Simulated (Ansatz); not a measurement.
# Mo wire along [111], 10 atoms a period: bands along the axis

Wanted: the relaxed geometry and the bands of the Mo wire along [111], 10 atoms a period.

Calculated with Ansatz 0.2.0; DFT PBE, plane waves, PAW; relaxation of a wire's period; PAW set soft_1, in the first sound run; inputs show where later runs differ.

### Step 1. The structure

The cell holds 10 atoms: 10 Mo. Cell: a = 13.503 Å, b = 13.250 Å, c = 2.737 Å, α = 90.0°, β = 90.0°, γ = 90.0°. Vacuum lies along a and b. The structure's axis is c.

### Step 2. Relaxation of atoms and period

Band widths follow the bond lengths, so the wire is relaxed first. The atoms and the third cell vector are free; the box across stays fixed as vacuum. A Fermi-Dirac smearing is set since the result may be a metal. The pressure printed is a third of the stress's trace over the whole box, vacuum included; only the stress along the axis is relaxed.

Input file input.yaml:

```yaml
crystal:
  lattice:
    - [13.503, 0.0, 0.0]
    - [0.0, 13.25, 0.0]
    - [0.0, 0.0, 2.736640276]
  atoms:
    - { symbol: Mo, position: [0.417274489, 0.451330505, 0.0] }
    - { symbol: Mo, position: [0.582753081, 0.743420603, 0.0] }
    - { symbol: Mo, position: [0.251795897, 0.353967139, 0.333333333] }
    - { symbol: Mo, position: [0.417274489, 0.646057237, 0.333333333] }
    - { symbol: Mo, position: [0.582753081, 0.353967139, 0.333333333] }
    - { symbol: Mo, position: [0.748231673, 0.646057237, 0.333333333] }
    - { symbol: Mo, position: [0.251795897, 0.548693871, 0.666666667] }
    - { symbol: Mo, position: [0.417274489, 0.256603774, 0.666666667] }
    - { symbol: Mo, position: [0.582753081, 0.548693871, 0.666666667] }
    - { symbol: Mo, position: [0.748231673, 0.451330505, 0.0] }
kpoints:
  mp_grid: { grid: [1, 1, 30] }
scf:
  occupations: { method: fermi_dirac, width: 0.05 }
hamiltonian:
  xc: pbe
  pseudopotentials: { kind: paw, azcp: { folder: soft_1 } }
relax:
  cell: { fix: [a, b, alpha, beta, gamma] }
  max_steps: 45
  f_tol: 0.03
```

Started as:

```
$ ansatz run input.yaml --threads 4 --pin off --max-ram 16384MiB --backend cpu --events-out ev --progress --plain --runs-dir out
```

Numbers of over 12 decimals in the logs are rounded to 6 here.

Output:

```text
Engine: ansatz 0.2.0, aarch64-unknown-linux-gnu
Pseudopotentials: kind: paw
Pseudopotential: Mo, paw, valence charge 14, recommended cutoff 420 eV (normal), soft_1/Mo.paw.azcp
Functional definition: PBE
  parameter kappa = 0.804
  parameter beta = 0.066725
  exchange = pbe_x(kappa = kappa, mu = beta*pi^2/3)
  correlation = pbe_c(beta = beta)
Crystal: 10 atoms, lattice volume = 489.625 Å³
Basis set: ecut = 420 eV, 9593 PW (Γ), exchange–correlation on 192×180×40 points (8 copies of the dense FFT grid, shifted against one another)
Bands: 84, of which v1, the nominal top of the filled ones, is band 70 counted from 1 (69 counted from 0)
Symmetry: 2 space group operations
Space group: P-1 (ITA 2), of the structure as read, at distance tolerance 7.9e-5 Å
k-points: 16 of 30
Non-local potential: Mo, projectors of the file, l = 0: 3, l = 1: 2, l = 2: 2, l = 3: 1
PAW form: soft (Blöchl's): semilocal exchange-correlation on the pseudo side does not see the compensation charge
PAW one-centre angular grid: Mo, 590 points (default); XC on 64 Gauss nodes
Initial density: superposition of atomic densities (neutral atoms: chi_scale 0, normalization atom)
Initial wavefunctions: pseudopotential atomic-orbital guess
Functional: x = pbe(κ = 0.804, μ = 0.219515), c = pbe(β = 0.066725)
SCF iter   1: F=—  HF=-49554.588669 eV  |F-HF|=—  |Δ(HF+E_count)|=         —  Δρ=5.90e-2  dr2=5.72e1  ethr=3.10e-3  ⟨swp⟩=9.2  Hψ=6158  notcnv=0
preconditioner: auto → LDOS  [metal: Δε(μ)=0.008 eV  Ē_g=3.741 eV  σ=0.050 eV  W_gap=0.04  n_scr=68 (ndim 8)  ℏωp=13.0 eV  f_vac=0.509  D(μ)=15.95/eV (n_scr^D=106)  β→1.0]
SCF iter   2: F=—  HF=-49548.838118 eV  |F-HF|=—  |Δ(HF+E_count)|=    5.75e0  Δρ=4.13e-2  dr2=2.03e1  ethr=3.10e-3  ⟨swp⟩=4.1  Hψ=3737  notcnv=0  defer=7
SCF iter   3: F=—  HF=-49545.585506 eV  |F-HF|=—  |Δ(HF+E_count)|=    3.25e0  Δρ=9.44e-3  dr2=1.66e0  ethr=3.10e-3  ⟨swp⟩=3.1  Hψ=3371  notcnv=0  defer=5
SCF iter   4: F=—  HF=-49545.320852 eV  |F-HF|=—  |Δ(HF+E_count)|=   2.65e-1  Δρ=2.77e-3  dr2=8.49e-2  ethr=1.18e-3  ⟨swp⟩=2.5  Hψ=2167  notcnv=0  defer=5
SCF iter   5: F=—  HF=-49545.313076 eV  |F-HF|=—  |Δ(HF+E_count)|=   7.78e-3  Δρ=1.13e-3  dr2=1.94e-2  ethr=6.06e-5  ⟨swp⟩=3.3  Hψ=2896  notcnv=0  defer=6
SCF iter   6: F=—  HF=-49545.312083 eV  |F-HF|=—  |Δ(HF+E_count)|=   9.94e-4  Δρ=3.79e-4  dr2=2.11e-3  ethr=1.39e-5  ⟨swp⟩=2.1  Hψ=1862  notcnv=0  defer=6
SCF iter   7: F=—  HF=-49545.312329 eV  |F-HF|=—  |Δ(HF+E_count)|=   2.47e-4  Δρ=1.18e-4  dr2=1.06e-4  ethr=1.50e-6  ⟨swp⟩=2.5  Hψ=1803  notcnv=0  defer=6
SCF iter   8: F=—  HF=-49545.312388 eV  |F-HF|=—  |Δ(HF+E_count)|=   5.86e-5  Δρ=4.80e-5  dr2=1.82e-5  ethr=7.60e-8  ⟨swp⟩=2.6  Hψ=2170  notcnv=0  defer=6
SCF iter   9: F=—  HF=-49545.312194 eV  |F-HF|=—  |Δ(HF+E_count)|=   1.94e-4  Δρ=1.35e-5  dr2=1.85e-6  ethr=1.30e-8  ⟨swp⟩=2.2  Hψ=1953  notcnv=0  defer=6
SCF iter  10: F=—  HF=-49545.312195 eV  |F-HF|=—  |Δ(HF+E_count)|=   4.98e-7  Δρ=4.80e-6  dr2=1.57e-7  ethr=1.32e-9  ⟨swp⟩=2.8  Hψ=2399  notcnv=0  defer=6
SCF iter  11: F=-49545.312195 eV  HF=-49545.312195 eV  |F-HF|=6.18e-9  |Δ(HF+E_count)|=   5.51e-8  Δρ=1.47e-6  dr2=1.61e-8  ethr=7.14e-11  ⟨swp⟩=5.4  Hψ=4535  notcnv=0
SCF 1 converged in 11 iterations: F = -49545.312195 eV  dr2 = 1.61e-8
  greatest PAW one-centre occupation: 0.999 electrons in one spin orbital (limit 2), on the Mo atom at site 8 (counted from 0), in its partial waves of l = 0
relax step   1: F+E_penalty+E_count = -49545.31219492 eV  Δ(F+E_penalty+E_count) = +0.000e0 eV  max|allowed force component| = 1.784e0 eV/Å  Δτ_max = 0.0000 Å  P = -6.344 GPa  Ω = 489.625 Å³  fix = [a, b, alpha, beta, gamma]  reactions: a -5.958, b -5.675 GPa; alpha +0.186, beta +0.347, gamma +0.211 GPa/rad  (11 SCF iters, dr2 threshold 1.00e-7 eV, accepted)
Crystal: 10 atoms, lattice volume = 472.533 Å³
Basis set: ecut = 420 eV, 9305 PW (Γ), exchange–correlation on 192×180×40 points (8 copies of the dense FFT grid, shifted against one another)
Initial density: handed on by an earlier stage of this run
Initial wavefunctions: those handed on with the density
SCF iter   1: F=—  HF=-49546.706270 eV  |F-HF|=—  |Δ(HF+E_count)|=         —  Δρ=1.75e-2  dr2=4.38e0  ethr=3.10e-3  ⟨swp⟩=12.2  Hψ=6859  notcnv=0
preconditioner: auto → LDOS  [metal: Δε(μ)=0.013 eV  Ē_g=3.723 eV  σ=0.050 eV  W_gap=0.07  n_scr=68 (ndim 8)  ℏωp=13.2 eV  f_vac=0.546  D(μ)=13.34/eV (n_scr^D=68)  β→1.0]
SCF iter   2: F=—  HF=-49546.582526 eV  |F-HF|=—  |Δ(HF+E_count)|=   1.24e-1  Δρ=8.73e-3  dr2=1.28e0  ethr=3.10e-3  ⟨swp⟩=3.1  Hψ=2331  notcnv=0  defer=9
SCF iter   3: F=—  HF=-49546.437203 eV  |F-HF|=—  |Δ(HF+E_count)|=   1.45e-1  Δρ=3.34e-3  dr2=1.72e-1  ethr=9.15e-4  ⟨swp⟩=3.0  Hψ=2360  notcnv=0  defer=9
SCF iter   4: F=—  HF=-49546.402013 eV  |F-HF|=—  |Δ(HF+E_count)|=   3.52e-2  Δρ=7.80e-4  dr2=6.55e-3  ethr=1.23e-4  ⟨swp⟩=3.3  Hψ=2938  notcnv=0  defer=11
SCF iter   5: F=—  HF=-49546.402536 eV  |F-HF|=—  |Δ(HF+E_count)|=   5.22e-4  Δρ=2.09e-4  dr2=2.82e-4  ethr=4.68e-6  ⟨swp⟩=2.3  Hψ=1819  notcnv=0  defer=11
SCF iter   6: F=—  HF=-49546.402484 eV  |F-HF|=—  |Δ(HF+E_count)|=   5.16e-5  Δρ=6.94e-5  dr2=2.88e-5  ethr=2.02e-7  ⟨swp⟩=3.8  Hψ=2857  notcnv=0  defer=11
SCF iter   7: F=—  HF=-49546.402503 eV  |F-HF|=—  |Δ(HF+E_count)|=   1.90e-5  Δρ=2.32e-5  dr2=3.48e-6  ethr=2.06e-8  ⟨swp⟩=3.2  Hψ=2941  notcnv=0  defer=11
SCF iter   8: F=-49546.402505 eV  HF=-49546.402505 eV  |F-HF|=2.09e-7  |Δ(HF+E_count)|=   1.76e-6  Δρ=7.65e-6  dr2=6.13e-7  ethr=7.14e-10  ⟨swp⟩=5.8  Hψ=5229  notcnv=0
SCF 2 converged in 8 iterations: F = -49546.402505 eV  dr2 = 6.13e-7
relax step   2: F+E_penalty+E_count = -49546.40250473 eV  Δ(F+E_penalty+E_count) = -1.090e0 eV  max|allowed force component| = 1.199e0 eV/Å  Δτ_max = 0.1949 Å  P = +2.218 GPa  Ω = 472.533 Å³  energy of the carried Pulay correction = +1.228e-3 eV  fix = [a, b, alpha, beta, gamma]  reactions: a +1.959, b +2.283 GPa; alpha +0.118, beta +0.192, gamma +0.238 GPa/rad  (8 SCF iters, dr2 threshold 1.00e-6 eV, accepted)
Crystal: 10 atoms, lattice volume = 476.335 Å³
Basis set: ecut = 420 eV, 9361 PW (Γ), exchange–correlation on 192×180×40 points (8 copies of the dense FFT grid, shifted against one another)
iter 1 solved again at ethr=1.05e-3 eV; its pass at ethr=3.10e-3 eV (dr2=1.47e0 eV) is discarded
SCF iter   1: F=—  HF=-49546.666215 eV  |F-HF|=—  |Δ(HF+E_count)|=         —  Δρ=1.10e-2  dr2=1.43e0  ethr=1.05e-3  ⟨swp⟩=1.3  Hψ=7018  notcnv=0
preconditioner: auto → LDOS  [metal: Δε(μ)=0.028 eV  Ē_g=3.510 eV  σ=0.050 eV  W_gap=0.14  n_scr=68 (ndim 8)  ℏωp=13.2 eV  f_vac=0.541  D(μ)=11.75/eV (n_scr^D=64)  β→1.0]
[...]
SCF iter   8: F=-49546.561112 eV  HF=-49546.561112 eV  |F-HF|=6.54e-8  |Δ(HF+E_count)|=   6.68e-7  Δρ=4.82e-6  dr2=1.94e-7  ethr=7.14e-10  ⟨swp⟩=5.2  Hψ=4769  notcnv=0
SCF 3 converged in 8 iterations: F = -49546.561112 eV  dr2 = 1.94e-7
relax step   3: F+E_penalty+E_count = -49546.56111225 eV  Δ(F+E_penalty+E_count) = -1.586e-1 eV  max|allowed force component| = 4.190e-1 eV/Å  Δτ_max = 0.1004 Å  P = -0.423 GPa  Ω = 476.335 Å³  energy of the carried Pulay correction = +9.510e-4 eV  fix = [a, b, alpha, beta, gamma]  reactions: a -0.207, b -0.464 GPa; alpha -0.165, beta -0.349, gamma -0.311 GPa/rad  (8 SCF iters, dr2 threshold 1.00e-6 eV, accepted)
[...]
relax step   4: F+E_penalty+E_count = -49546.60009891 eV  Δ(F+E_penalty+E_count) = -3.899e-2 eV  max|allowed force component| = 1.356e-1 eV/Å  Δτ_max = 0.0748 Å  P = -0.340 GPa  Ω = 475.620 Å³  energy of the carried Pulay correction = +1.003e-3 eV  fix = [a, b, alpha, beta, gamma]  reactions: a -0.440, b -0.316 GPa; alpha +0.098, beta +0.158, gamma +0.048 GPa/rad  (7 SCF iters, dr2 threshold 1.00e-6 eV, accepted)
[...]
relax step   5: F+E_penalty+E_count = -49546.60819252 eV  Δ(F+E_penalty+E_count) = -8.094e-3 eV  max|allowed force component| = 4.982e-2 eV/Å  Δτ_max = 0.0184 Å  P = -0.042 GPa  Ω = 475.299 Å³  energy of the carried Pulay correction = +1.026e-3 eV  fix = [a, b, alpha, beta, gamma]  reactions: a -0.098, b -0.040 GPa; alpha +0.030, beta +0.032, gamma -0.017 GPa/rad  (6 SCF iters, dr2 threshold 1.00e-6 eV, accepted)
[...]
relax step   6: F+E_penalty+E_count = -49546.60919716 eV  Δ(F+E_penalty+E_count) = -1.005e-3 eV  max|allowed force component| = 3.031e-2 eV/Å  Δτ_max = 0.0053 Å  P = -0.007 GPa  Ω = 475.317 Å³  energy of the carried Pulay correction = +1.025e-3 eV  fix = [a, b, alpha, beta, gamma]  reactions: a -0.057, b -0.003 GPa; alpha +0.016, beta +0.008, gamma -0.022 GPa/rad  (5 SCF iters, dr2 threshold 1.55e-7 eV, accepted)
[...]
relax step   7: F+E_penalty+E_count = -49546.60983235 eV  Δ(F+E_penalty+E_count) = -6.352e-4 eV  max|allowed force component| = 1.291e-2 eV/Å  Δτ_max = 0.0055 Å  P = -0.008 GPa  Ω = 475.432 Å³  energy of the carried Pulay correction = +1.017e-3 eV  fix = [a, b, alpha, beta, gamma]  reactions: a -0.061, b +0.007 GPa; alpha +0.011, beta +0.000, gamma -0.011 GPa/rad  (6 SCF iters, dr2 threshold 5.74e-8 eV, accepted)
Basis set: ecut = 420 eV, 9361 PW (Γ), exchange–correlation on 192×180×36 points (8 copies of the dense FFT grid, shifted against one another)
Initial wavefunctions: pseudopotential atomic-orbital guess (no wavefunctions were taken with the density)
iter 1 solved again at ethr=4.12e-7 eV; its pass at ethr=3.10e-3 eV (dr2=5.77e-4 eV) is discarded
SCF iter   1: F=—  HF=-49546.608407 eV  |F-HF|=—  |Δ(HF+E_count)|=         —  Δρ=4.07e-5  dr2=1.27e-6  ethr=4.12e-7  ⟨swp⟩=4.7  Hψ=10250  notcnv=0
preconditioner: auto → LDOS  [metal: Δε(μ)=0.010 eV  Ē_g=3.549 eV  σ=0.050 eV  W_gap=0.05  n_scr=68 (ndim 8)  ℏωp=13.2 eV  f_vac=0.540  D(μ)=13.23/eV (n_scr^D=68)  β→1.0]
SCF iter   2: F=—  HF=-49546.608671 eV  |F-HF|=—  |Δ(HF+E_count)|=   2.64e-4  Δρ=7.84e-6  dr2=1.85e-7  ethr=9.11e-10  ⟨swp⟩=3.4  Hψ=2932  notcnv=0
SCF iter   3: F=—  HF=-49546.608671 eV  |F-HF|=—  |Δ(HF+E_count)|=   5.56e-8  Δρ=2.34e-6  dr2=4.38e-8  ethr=1.32e-10  ⟨swp⟩=2.2  Hψ=2547  notcnv=0
SCF iter   4: F=—  HF=-49546.608671 eV  |F-HF|=—  |Δ(HF+E_count)|=   7.63e-9  Δρ=5.06e-7  dr2=1.99e-9  ethr=3.13e-11  ⟨swp⟩=3.8  Hψ=3004  notcnv=0
SCF iter   5: F=—  HF=-49546.608671 eV  |F-HF|=—  |Δ(HF+E_count)|=  2.55e-10  Δρ=1.67e-7  dr2=2.96e-10  ethr=1.42e-12  ⟨swp⟩=2.4  Hψ=2682  notcnv=0
SCF iter   6: F=-49546.608671 eV  HF=-49546.608671 eV  |F-HF|=7.28e-11  |Δ(HF+E_count)|=  1.46e-11  Δρ=8.19e-8  dr2=8.56e-11  ethr=1.00e-12  ⟨swp⟩=5.0  Hψ=4753  notcnv=0
SCF 8 converged in 6 iterations: F = -49546.608671 eV  dr2 = 8.56e-11
relax step   8: F+E_penalty+E_count = -49546.60867143 eV  Δ(F+E_penalty+E_count) = +1.161e-3 eV  max|allowed force component| = 1.291e-2 eV/Å  Δτ_max = 0.0000 Å  P = -0.005 GPa  Ω = 475.432 Å³  fix = [a, b, alpha, beta, gamma]  reactions: a -0.058, b +0.010 GPa; alpha +0.011, beta +0.000, gamma -0.011 GPa/rad  stress off target by 3.25e-2 GPa on what of the cell is left free  SCF on the basis re-selected at this cell (its energy is not comparable with the rows above)  (6 SCF iters)
basis re-selected at this cell: Δ(F+E_penalty+E_count) = +1.161e-3 eV, ΔP = +0.003 GPa vs the last step (what re-selecting the basis moved, of the pressure what is left beyond the Pulay correction that the steps carried, after the strain that the cell walked since its last selection, with what the two solves' SCF thresholds leave and, on support functions, any second-order correction that the steps lacked; it is no measure of the basis error at this ecutwfc). The dense FFT grid was sized anew with the basis: this SCF ran on 96×90×18 points, the steps before it on 96×90×20, so part of this shift can come from that change (see relax.cell in the input reference). [rest of the remark cut]
SCF converged after 6 iterations
Free energy (F): -49546.608671 eV
Harris-Foulkes:  -49546.608671 eV  (|F-HF|=7.28e-11)
Internal energy: -49546.501610 eV  (E = F + TS)
E sigma→0 (E₀):  -49546.555141 eV
Entropy (-TS):   -0.107061 eV (-10.706 meV/atom)
Fermi energy:    4.295378 eV
--- Per-component energies (eV) ---
  E_band       = -2871.091954
  E_kinetic    = 4222.075909
  E_local      = -64985.271666  (includes V_loc(G=0)·N_el)
  E_nonlocal   = 1500.946961
  E_hartree    = 30089.978990
  E_xc         = -1750.994623
  E_vxc        = -2181.472713  (∫ρ·V_xc dr)
  E_paw        = -32124.562983  (= ΣΔE_a)
  E_vpaw       = -1607.331017  (= ΣTr[D̂ρ^β])
  E_aug_tail   = 0.000496  (compensation charges beyond the density's cutoff)
  E_ewald      = 13501.325306
  E_smearing   = -0.107061  (= −TS)
  E_closure    = 0.000000  (closes the sum)
  Σ components = -49546.608671   (vs F -49546.608671, Δ=0.00e0)
--- Forces (eV/Å), atoms counted from 1 ---
  atom   1  Mo     0.00526805     0.00390307    -0.01291127
  atom   2  Mo     0.00328258     0.00446070     0.00311552
  atom   3  Mo    -0.00684880    -0.00427972     0.00645263
  atom   4  Mo     0.00085149    -0.00137995    -0.00004045
  atom   5  Mo    -0.00085149     0.00137995     0.00004045
  atom   6  Mo     0.00684880     0.00427972    -0.00645263
  atom   7  Mo    -0.00601922    -0.00208705    -0.00302836
  atom   8  Mo    -0.00328258    -0.00446070    -0.00311552
  atom   9  Mo    -0.00526805    -0.00390307     0.01291127
  atom  10  Mo     0.00601922     0.00208705     0.00302836
  max |Σ_I F_I| component: 1.73e-18 eV/Å
--- Stress (GPa, compression-positive) ---
       -0.058470       0.011035      -0.000180
        0.011035       0.009975      -0.010591
       -0.000180      -0.010591       0.032543
  P = ⅓ Tr σ = -0.0053 GPa (-0.053 kbar)
--- Relaxed structure (7 steps of the walk, 7 accepted, 1 SCFs on fresh bases) ---
  F+E_penalty+E_count = -49546.60867143 eV   max|allowed force component| = 1.291e-2 eV/Å   (the final SCF, on the basis selected at the relaxed cell)
  cell:  # Å, volume = 475.4324 Å³
    - [13.503, 0, 0]
    - [0, 13.25, 0]
    - [0, 0, 2.657313]
  atoms:
    - { symbol: Mo, position: [0.415877, 0.450644, 0.00907458] }
    - { symbol: Mo, position: [0.581661, 0.733741, 0.012265] }
    - { symbol: Mo, position: [0.261948, 0.360070, 0.375549] }
    - { symbol: Mo, position: [0.418834, 0.643072, 0.334158] }
    - { symbol: Mo, position: [0.581194, 0.356952, 0.332509] }
    - { symbol: Mo, position: [0.738080, 0.639954, 0.291118] }
    - { symbol: Mo, position: [0.260045, 0.544862, 0.654951] }
    - { symbol: Mo, position: [0.418366, 0.266284, 0.654402] }
    - { symbol: Mo, position: [0.584150, 0.549381, 0.657592] }
    - { symbol: Mo, position: [0.739983, 0.455162, 0.011716] }
```

Wall time 96 s (4 threads of Arm Neoverse V2, shared host); peak memory 1.3 GiB.

(Continued in part 2 of 2.)

[Logs are printed without paths, hosts, clocks, repeated set-up lines and the standing remarks that a program may print on its own settings, such as how far it seeks lower states.]

[Hosts, paths, dates, database ids (printed as entryN), source tags and the programs' standing remarks are cut or masked in the printed files.]
